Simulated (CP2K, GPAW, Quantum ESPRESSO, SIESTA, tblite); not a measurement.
# Running amorphous carbon (160 atoms) with GPAW

Wanted: GPAW inputs and outputs for amorphous carbon (160 atoms), checked against a plane-wave reference.

Method: the method is named at each step, in GPAW 26.7.0.

**1. Starting point**

The cell holds 160 atoms: 160 C. Cell: a = 12.341 Å, b = 12.341 Å, c = 12.341 Å, α = 90.0°, β = 90.0°, γ = 90.0°. 160 atoms (160 C) placed at random at 1.7 g/cm³, melted at 6000 K for 10 ps at fixed volume with the LCBOP (Los and Fasolino, Phys. Rev. B 68, 024107 (2003)). Quenched from 4800 K to 100 K at 500 K/ps and fixed volume, held 5 ps. Then every atom was moved at random, 0.03 Å r.m.s. a Cartesian component.

The yardstick, on the same geometry:

```
method                 : Kohn-Sham DFT, PBE, SSSP efficiency 1.3.0 pseudopotentials, plane waves (Quantum ESPRESSO 7.5); sssp-pbe-1.3.0-efficiency, cutoffs 45/360 Ry, Γ point
r.m.s. force component : 2.02 eV/Å
longest force          : 9.989 eV/Å
pressure               : -10.11 GPa
time                   : 5.2 min on 4 MPI ranks of Arm Neoverse V1, shared host
CPU time               : 21 min
```

**2. PBE, LCAO dzp, h 0.2 Å**

Method: Kohn-Sham DFT, PBE, PAW, atomic orbitals (dzp).

Input file run.py:

```python
import numpy as np
from ase.io import read
from gpaw import GPAW, FermiDirac
from ase.parallel import parprint as print

atoms = read("structure.xyz")
atoms.calc = GPAW(
    mode="lcao",
    basis="dzp",
    h=0.2,
    xc="PBE",
    kpts={"size": (1, 1, 1), "gamma": True},
    occupations=FermiDirac(0.05),
    maxiter=200,
    symmetry={"point_group": False},
    txt="gpaw.txt",
)
energy = atoms.get_potential_energy(force_consistent=True)
forces = atoms.get_forces()
print(f"energy {energy:.6f} eV")
print("forces (eV/A)")
for i, (a, f) in enumerate(zip(atoms, forces)):
    print(f"{i:4d} {a.symbol:2s} {f[0]:10.5f} {f[1]:10.5f} {f[2]:10.5f}")
print(f"Fermi level {atoms.calc.get_fermi_level():.4f} eV")
for k in range(len(atoms.calc.get_ibz_k_points())):
    for s in range(atoms.calc.get_number_of_spins()):
        e = atoms.calc.get_eigenvalues(kpt=k, spin=s)
        n = np.searchsorted(e, atoms.calc.get_fermi_level())
        print(f"k {k} spin {s} levels about the Fermi level:", np.round(e[max(n - 6, 0):n], 4).tolist(), "|", np.round(e[n:n + 6], 4).tolist())
```

Input file structure.xyz:

```xyz
160
Lattice="12.34060 0.00000 0.00000 0.00000 12.34060 0.00000 0.00000 0.00000 12.34060" Properties=species:S:1:pos:R:3 pbc="T T T"
C 3.40440 9.66726 8.25993
C 9.03369 10.71855 0.40465
C 9.16117 11.39408 9.16907
C 7.84986 11.97199 8.59436
C 11.00905 0.82707 5.83575
C 2.20601 2.41135 3.20473
C 5.74048 4.54788 8.99235
C 10.45212 2.25636 0.29062
C 4.40448 6.46746 0.30518
C 6.20165 7.59539 10.08128
C 7.45779 1.91872 7.91736
C 9.48313 2.03188 1.24949
C 9.12378 10.29021 11.33657
C 2.06273 9.77425 4.42127
C 6.94739 3.35035 6.03492
C 0.67577 9.38392 8.10185
C 11.59622 3.55928 10.56898
C 8.92793 9.63850 1.35265
C 11.06409 8.86191 3.61493
C 4.85047 7.70337 7.35068
C 4.34290 5.00016 0.13760
C 5.28350 0.00062 4.94969
C 4.99905 4.93340 5.54068
C 3.48684 2.51403 2.75405
C 5.27487 8.57758 9.69897
C 9.37170 6.85718 2.15183
C 4.19963 5.41654 6.57384
C 1.07104 3.31604 7.44854
C 1.16051 10.02205 11.98322
C 7.00736 1.68795 9.34541
C 8.99074 5.63336 6.85187
C 10.16273 10.82900 8.22982
C 9.40169 11.37273 10.51148
C 5.61769 4.43657 2.19070
C 6.74056 0.26878 9.43846
C 5.34027 11.94484 9.71625
C 5.39161 5.94977 4.40411
C 2.21119 1.40547 10.15656
C 7.66080 11.17355 4.36216
C 10.27910 5.68371 7.46174
C 9.27211 0.57729 1.62822
C 0.97676 0.56693 9.86902
C 8.27993 3.61333 10.74817
C 8.06372 3.06084 5.19292
C 9.74636 0.18499 11.45479
C 8.97125 9.95121 2.82711
C 3.51917 1.23517 9.25854
C 3.33665 9.58778 3.91543
C 7.78359 5.66804 7.69844
C 9.01826 8.75837 5.09988
C 6.71477 6.47388 12.25718
C 3.78424 6.84977 6.96590
C 4.10745 12.22892 8.97951
C 5.49663 7.97844 3.37972
C 0.06849 2.90239 5.32040
C 9.57470 0.73217 5.36754
[... 100 atom lines left out ...]
C 3.68342 4.43817 7.49975
C 1.28046 3.33640 2.41308
C 4.55306 3.86717 8.48095
C 8.34558 10.98980 5.73900
```

Started as:

```console
$ OMP_NUM_THREADS=1 mpirun -np 4 gpaw python run.py > output.txt
```

Log:

```text
energy -1267.432996 eV
forces (eV/A)
   0 C    -0.22995   -2.53530   -0.14820
   1 C     0.73545    1.09813   -0.23468
   2 C    -3.57642    0.99143   -6.06451
   3 C     1.09434    0.20589    2.92876
   4 C    -5.63176   -0.22687   -2.32026
   5 C    -1.97996   -0.25145   -0.35627
   6 C     0.32322    0.85641    0.10264
   7 C     3.07825    1.57216   -1.80736
   8 C    -1.44126   -0.71640   -1.27054
   9 C     3.12404   -0.21007   -2.94657
  10 C     0.79530   -0.49893    0.77069
  11 C    -2.99794    0.73234    3.49350
  12 C    -0.78342   -3.15566    1.43175
  13 C    -0.03240    2.55478    0.73488
  14 C     1.69826   -0.70430   -3.98607
  15 C     0.01897   -1.44139   -0.89180
  16 C    -1.19778    1.18406   -0.30467
  17 C     0.54531    1.95279    0.51553
  18 C    -4.69107    0.56441    0.81991
  19 C     0.77587    0.28594    0.78994
  20 C    -1.50508    3.70668   -4.03936
  21 C    -1.92121    0.10841    1.17810
  22 C     0.15255    3.40640   -1.31528
  23 C     3.01325    0.39620   -1.00471
[...]
152 C     1.88002    0.17108   -0.67741
 153 C     6.63366   -0.64452   -0.87716
 154 C    -0.88995    0.34382    0.81076
 155 C    -1.24523   -2.97642    0.98504
 156 C    -1.61511   -3.36451    1.68353
 157 C     0.93236   -1.00673    0.68932
 158 C    -1.12542   -1.78838   -0.69236
 159 C     1.49300    0.72223    1.63365
Fermi level 3.3037 eV
k 0 spin 0 levels about the Fermi level: [3.0501, 3.1172, 3.1935, 3.2107, 3.2352, 3.2748] | [3.3354, 3.3469, 3.4098, 3.455, 3.505, 3.5295]
```

gpaw.txt:

```text
Input parameters:
  mode=LCAO(),
  basis={'default': 'dzp'},
  h=0.2,
  kpts=MonkhorstPack(size=(1, 1, 1), gamma=True),
  maxiter=200,
  occupations=Occupations(name='fermi-dirac', width=0.05, fixmagmom=False),
  symmetry=Symmetry(point_group=False),
  xc=XC(name='PBE')
Unit cell  # Å
| periodic |         x |         y |         z |   lengths |    angles |
|----------|-----------|-----------|-----------|-----------|-----------|
|      yes | 12.340600 |  0.000000 |  0.000000 | 12.340600 | 90.000000 |
|      yes |  0.000000 | 12.340600 |  0.000000 | 12.340600 | 90.000000 |
|      yes |  0.000000 |  0.000000 | 12.340600 | 12.340600 | 90.000000 |
Number of symmetries: 1
Symmetry operations  # r_c * U_cc + t_c -> r_c
|   | kind |            matrix            |
|---|------|------------------------------|
| 0 |  E   |  1, 0, 0,  0, 1, 0,  0, 0, 1 |
BZ-sampling:
  Number of BZ points: 1
  Number of IBZ points: 1
  Monkhorst-Pack size: [1, 1, 1]
  Monkhorst-Pack shift: [0, 0, 0]
[... lines left out ...]
      Number of RI-basis functions 0
Reference energy: -164420.498476  # eV
eigensolver:
density mixing:
  MSR1-Mixer
occupation numbers:
  Fermi-Dirac:
    width: 0.0500  # eV
FastPoissonSolver using
    Stencil: 6*3+1=19 point O(h^6) finite-difference Laplacian
xc functional:
  name: PBE with 2 nearest neighbor stencil
interpolation: tri-quintic # 5. degree polynomial
Initialization done in: 3.711 s
convergence criteria:
- Maximum [total energy] change in last 3 cyles: 0.0005 eV / valence electron
- Maximum integral of absolute [dens]ity change: 0.0001 electrons / valence electron
- Maximum integral of absolute [eigenst]ate change: 4e-08 eV^2 / valence electron
maximum number of iterations: 200
SCF iterations
|iter     |      energy | eigst |  dens |
|---------|-------------|-------|-------|
|iter:   1|-1282.484881 |      c|       |
|iter:   2|-1279.148821 |      c| -0.95 |
|iter:   3|-1400.384174 |      c| -0.98 |
|iter:   4|-1333.679296 |      c| -0.88 |
[...]
|iter:  12|-1267.424230 |      c| -1.94 |
|iter:  13|-1267.329069 |      c| -2.16 |
|iter:  14|-1267.261800c|      c| -2.33 |
|iter:  15|-1267.237745c|      c| -2.57 |
|iter:  16|-1267.238806c|      c| -2.84 |
[...]
|iter:  23|-1267.231055c|      c| -3.87 |
|iter:  24|-1267.231162c|      c| -3.95 |
|iter:  25|-1267.231050c|      c| -4.12c|
Converged in 25 steps
SCF loop duration: 225.975 s (9.039 s/step)
Energy contributions relative to reference atoms: (reference = -164420.498476)
Energy contributions:
  Kinetic:         590.738535
  Coulomb:        -672.304092
  Zero:             21.461998
  External:          0.000000
  Xc:            -1206.925544
  Entropy:          -0.403892
  Spinorbit:         0.000000
  ----------------------------
  Free energy:   -1267.432996
  Extrapolated:  -1267.231050
dipole moment: (-50.740915, -47.821837, -35.095159)  # |e|*Ang
Fermi level: 3.304
Eigenvalues  # (at kpt = [0.000, 0.000, 0.000])
| band index |      eig [eV] | occ [0-2] |
|------------|---------------|-----------|
|          0 |       -15.898 |     2.000 |
|        ... |               |           |
|        312 |         2.980 |     1.997 |
|        313 |         3.016 |     1.994 |
[...]
|        327 |         3.621 |     0.003 |
|        ... |               |           |
|        387 |         7.277 |     0.000 |
Gap: 0.061 eV
Transition (v -> c):
  (s=0, k=0, n=319, [0.00, 0.00, 0.00]) -> (s=0, k=0, n=320, [0.00, 0.00, 0.00])
No difference between direct/indirect transitions
Force computation time: 12.529  # s
```

Run time: 4.1 min. Hardware: 4 MPI ranks of Arm Neoverse V1, shared host; peak memory 3.4 GiB; 16 min of CPU time.

Banners, paths, timers and routine set-up lines are dropped from the logs unmarked, and long logs keep their key lines alone; longer cuts are marked.

Compared with the plane-wave run:

| Quantity | Value |
| --- | --- |
| r.m.s. force component | 2.092 eV/Å |
| r.m.s. difference of force components | 196.1 meV/Å |
| longest difference of force vectors | 733.9 meV/Å |
| force difference over r.m.s. force | 9.71 % |
| slope of forces against the reference's | 1.032 |
| correlation of force components | 0.9961 |

Local excerpt of 11 atoms (numbers count through the whole input) about C5, picked at random; x, y, z are measured from there.

```csv
atom,x,y,z,distance (Å),bonds,Fx,Fy,Fz (eV/Å)
C5,0.00,0.00,0.00,0.00,3,-5.63,-0.23,-2.32
C151,1.06,-0.37,-0.85,1.41,3,2.23,2.92,-1.09
C84,0.45,0.68,1.16,1.42,3,1.47,-1.09,4.17
C56,-1.43,-0.09,-0.47,1.51,3,2.59,-0.19,2.48
C104,1.91,0.81,-1.20,2.40,3,-6.81,-0.10,3.14
C109,1.65,-1.55,-0.83,2.41,2,3.16,-3.75,0.42
C123,0.62,-0.23,2.32,2.42,3,-1.50,2.06,0.87
C135,1.34,1.84,0.91,2.45,3,-0.65,-0.68,1.02
C77,-2.30,-0.81,0.47,2.49,3,-2.25,0.75,1.57
C55,1.40,2.08,-0.52,2.56,3,0.30,1.02,-4.13
C89,-1.94,0.32,-1.76,2.64,3,-0.05,0.56,-1.41
```

Atoms are counted from 1 here, from 0 in the log.

Forces lie 9.7 % from the reference's, at 0.79 times its CPU time.

**3. PBE, LCAO szp(dzp), h 0.2 Å**

Method: Kohn-Sham DFT, PBE, PAW, atomic orbitals (szp(dzp)).

run.py: that of step 2 with these lines changed.

```diff
@@ -8,3 +8,3 @@
     mode="lcao",
-    basis="dzp",
+    basis="szp(dzp)",
     h=0.2,
```

structure.xyz is that of step 2.

Started as:

```console
$ OMP_NUM_THREADS=1 mpirun -np 2 gpaw python run.py > output.txt
```

Log:

```text
energy -1137.780117 eV
forces (eV/A)
   0 C    -0.48897   -2.43458    0.20570
   1 C     0.54023    1.18511   -0.01528
   2 C    -3.59430    1.15260   -6.63090
   3 C     0.89044   -0.58247    2.74658
   4 C    -5.99270   -0.48456   -1.93361
   5 C    -2.23638    0.07353   -0.23035
[...]
157 C     0.53942   -1.35793    0.36494
 158 C    -0.83842   -1.82404   -0.94387
 159 C     1.19827    0.66450    1.63238
Fermi level 2.1673 eV
k 0 spin 0 levels about the Fermi level: [1.9319, 1.9936, 2.0586, 2.0663, 2.0979, 2.1323] | [2.2044, 2.2159, 2.2682, 2.3254, 2.3596, 2.3811]
```

gpaw.txt:

```text
Input parameters:
  mode=LCAO(),
  basis={'default': 'szp(dzp)'},
  h=0.2,
  kpts=MonkhorstPack(size=(1, 1, 1), gamma=True),
  maxiter=200,
  occupations=Occupations(name='fermi-dirac', width=0.05, fixmagmom=False),
[... lines left out ...]
  Fermi-Dirac:
[... lines left out ...]
convergence criteria:
- Maximum [total energy] change in last 3 cyles: 0.0005 eV / valence electron
[... lines left out ...]
Converged in 24 steps
[... lines left out ...]
  Free energy:   -1137.780117
[... lines left out ...]
Fermi level: 2.167
[... lines left out ...]
|        ... |               |           |
|        312 |         1.866 |     1.995 |
|        313 |         1.885 |     1.993 |
[...]
|        327 |         2.488 |     0.003 |
|        ... |               |           |
|        387 |         6.115 |     0.000 |
Gap: 0.072 eV
Transition (v -> c):
  (s=0, k=0, n=319, [0.00, 0.00, 0.00]) -> (s=0, k=0, n=320, [0.00, 0.00, 0.00])
No difference between direct/indirect transitions
Force computation time: 15.597  # s
```

Wall time 3.4 min (2 MPI ranks); peak memory 1.7 GiB.

Against the reference:

- r.m.s. force component: 2.152 eV/Å
- r.m.s. difference of force components: 444.1 meV/Å
- longest difference of force vectors: 1661 meV/Å
- force difference over r.m.s. force: 21.99 %
- slope of forces against the reference's: 1.044
- correlation of force components: 0.9793

This is a coarse setting, run to see what it loses.

Against the first run (9.7 %), the force difference from the reference is 22 %, at 0.42 times the CPU time (on 2 against 4 cores), with 1440 basis functions against 2080: the smaller basis costs accuracy.

**4. PBE, LCAO sz(dzp), h 0.2 Å**

Method: Kohn-Sham DFT, PBE, PAW, atomic orbitals (sz(dzp)).

run.py: that of step 3 with these lines changed.

```diff
@@ -3,3 +3,2 @@
 from gpaw import GPAW, FermiDirac
-from ase.parallel import parprint as print
 
@@ -8,3 +7,3 @@
     mode="lcao",
-    basis="szp(dzp)",
+    basis="sz(dzp)",
     h=0.2,
```

structure.xyz is that of step 3.

Started as:

```console
$ OMP_NUM_THREADS=1 python run.py > output.txt
```

Log:

```text
energy -1061.087516 eV
forces (eV/A)
   0 C    -0.57476   -2.59351    0.47547
   1 C     0.46167    1.57409    0.16839
   2 C    -4.10388    1.14429   -7.78404
   3 C     1.17882   -1.60721    3.32365
   4 C    -7.18498   -0.53283   -2.36959
   5 C    -3.01779    0.10829   -0.26496
[...]
157 C     0.12928   -1.88525    0.42827
 158 C    -0.81026   -2.10648   -1.22036
 159 C     0.84352    1.02206    1.64210
Fermi level 1.9891 eV
k 0 spin 0 levels about the Fermi level: [1.7659, 1.8062, 1.8869, 1.9007, 1.9229, 1.9548] | [2.0234, 2.0327, 2.0811, 2.1488, 2.1821, 2.193]
```

gpaw.txt:

```text
Input parameters:
  mode=LCAO(),
  basis={'default': 'sz(dzp)'},
  h=0.2,
  kpts=MonkhorstPack(size=(1, 1, 1), gamma=True),
  maxiter=200,
  occupations=Occupations(name='fermi-dirac', width=0.05, fixmagmom=False),
[... lines left out ...]
  Fermi-Dirac:
[... lines left out ...]
convergence criteria:
- Maximum [total energy] change in last 3 cyles: 0.0005 eV / valence electron
[... lines left out ...]
Converged in 23 steps
[... lines left out ...]
  Free energy:   -1061.087516
[... lines left out ...]
Fermi level: 1.989
[... lines left out ...]
|        ... |               |           |
|        387 |         6.088 |     0.000 |
Gap: 0.069 eV
Transition (v -> c):
  (s=0, k=0, n=319, [0.00, 0.00, 0.00]) -> (s=0, k=0, n=320, [0.00, 0.00, 0.00])
No difference between direct/indirect transitions
Force computation time: 7.683  # s
timing:  # [seconds]
  Total:  124.973  # ━━━━━━━━━━━━━━━━━━━━━━━━━━━━━━━━━━━━━━━━━━━━━━━━━━━━━━━━
  Init:     9.638  # ━━━━╸
  SCF:    107.613  # ━━━━━━━━━━━━━━━━━━━━━━━━━━━━━━━━━━━━━━━━━━━━━━━━
  Forces:   7.683  # ━━━╸
```

Wall time 2.1 min (1 thread); peak memory 1 GiB.

Against the reference:

```yaml
r_m_s_force_component: 2.452 eV/Å
r_m_s_difference_of_force_components: 859.2 meV/Å
longest_difference_of_force_vectors: 2993 meV/Å
force_difference_over_r_m_s_force: 42.54 %
slope_of_forces_against_the_reference_s: 1.146
correlation_of_force_components: 0.9443
```

This is a coarse setting, run to see what it loses.

Against the first run (9.7 %), the force difference from the reference is 43 %, at 0.13 times the CPU time (on 1 against 4 cores), with 640 basis functions against 2080: the smaller basis costs accuracy.

**5. The ladder**

Differences are against the plane-wave reference, forces as r.m.s. over components; share is that over the reference's r.m.s. force, slope the least-squares factor from reference forces to these. Total energies of different programs have different zeros and aren't compared.

```
                                      run  Δ force, r.m.s. (meV/Å)  share (%)  slope  cores  CPU time  memory (GiB)
                                reference                        -          -      -      4    21 min           7.0
              GPAW PBE, LCAO dzp, h 0.2 Å                      196       9.71  1.032      4    16 min           3.4
GPAW PBE, LCAO szp(dzp), h 0.2 Å (coarse)                      444       22.0  1.044      2   6.8 min           1.7
 GPAW PBE, LCAO sz(dzp), h 0.2 Å (coarse)                      859       42.5  1.146      1   2.1 min           1.0
```

Rows marked coarse were listed beforehand as settings not expected to be converged; some can still land near the reference.

CPU time is summed over cores on a shared host, where runs went side by side, so it is rough. Symmetry, cutoffs, thresholds, outputs and thread counts weren't matched or tuned between programs; memory under MPI is the largest rank's times the ranks.

A second geometry, displaced anew (every atom was moved at random, 0.08 Å r.m.s. a Cartesian component), gives an energy difference that all programs can be tested on. The reference puts it at 180.2 meV/atom.

```csv
run,energy less the first geometry's (meV/atom),error (meV/atom),force share at the second geometry (%)
"GPAW PBE, LCAO dzp, h 0.2 Å",191.0,10.8,10.2
"GPAW PBE, LCAO szp(dzp), h 0.2 Å",183.1,2.85,19.6
"GPAW PBE, LCAO sz(dzp), h 0.2 Å",219.8,39.6,41.4
```

**6. Outcome**

```json
{
 "nearest in forces": "GPAW PBE, LCAO dzp, h 0.2 Å, 9.7 %",
 "its CPU time": "16 min"
}
```

What this shows: The PBE run in local orbitals, coarse settings apart, differs by 9.7 % (GPAW PBE, LCAO dzp, h 0.2 Å); basis, grid and potentials can all enter. Runs with settings chosen to be coarse differ by 22 % (GPAW PBE, LCAO szp(dzp), h 0.2 Å) to 43 % (GPAW PBE, LCAO sz(dzp), h 0.2 Å), their programs' other errors included. Of the electronic-structure runs that take under half the reference's CPU time, GPAW PBE, LCAO szp(dzp), h 0.2 Å comes nearest, at 22 % in 6.8 min against 21 min. The energy difference between the two geometries, 180 meV/atom in the reference, is met best by GPAW PBE, LCAO szp(dzp), h 0.2 Å (coarse) (+2.85) and worst by GPAW PBE, LCAO sz(dzp), h 0.2 Å (coarse) (+39.6). Forces of 2.0 eV/Å r.m.s. are well above thermal ones: they come largely from the bond lengths of the classical model and from the random displacements, and they dominate the comparison. The quench rate of 500 K/ps is many orders above laboratory rates, so the cell is likely richer in defects and strain than a real sample. The network of bonds at the start is that of the classical potential that made the cell, and needn't be the one that DFT or experiment would give. The reference's stress is far from hydrostatic: its diagonal is -11.1, -12.1, -7.1 GPa, compression counted positive. The electronic-structure runs sample only Γ, in a cell whose shortest periodic width is 12 Å, which is coarse for a cell with partly filled levels.

[Also dropped from logs without a mark: logging warnings of Python, and SIESTA's first energy breakdown and zero terms.]

[Logs are printed without paths, hosts, clocks, repeated set-up lines and the standing remarks that a program may print on its own settings, such as how far it seeks lower states.]

[Hosts, paths, dates, database ids (printed as entryN), source tags and the programs' standing remarks are cut or masked in the printed files.]
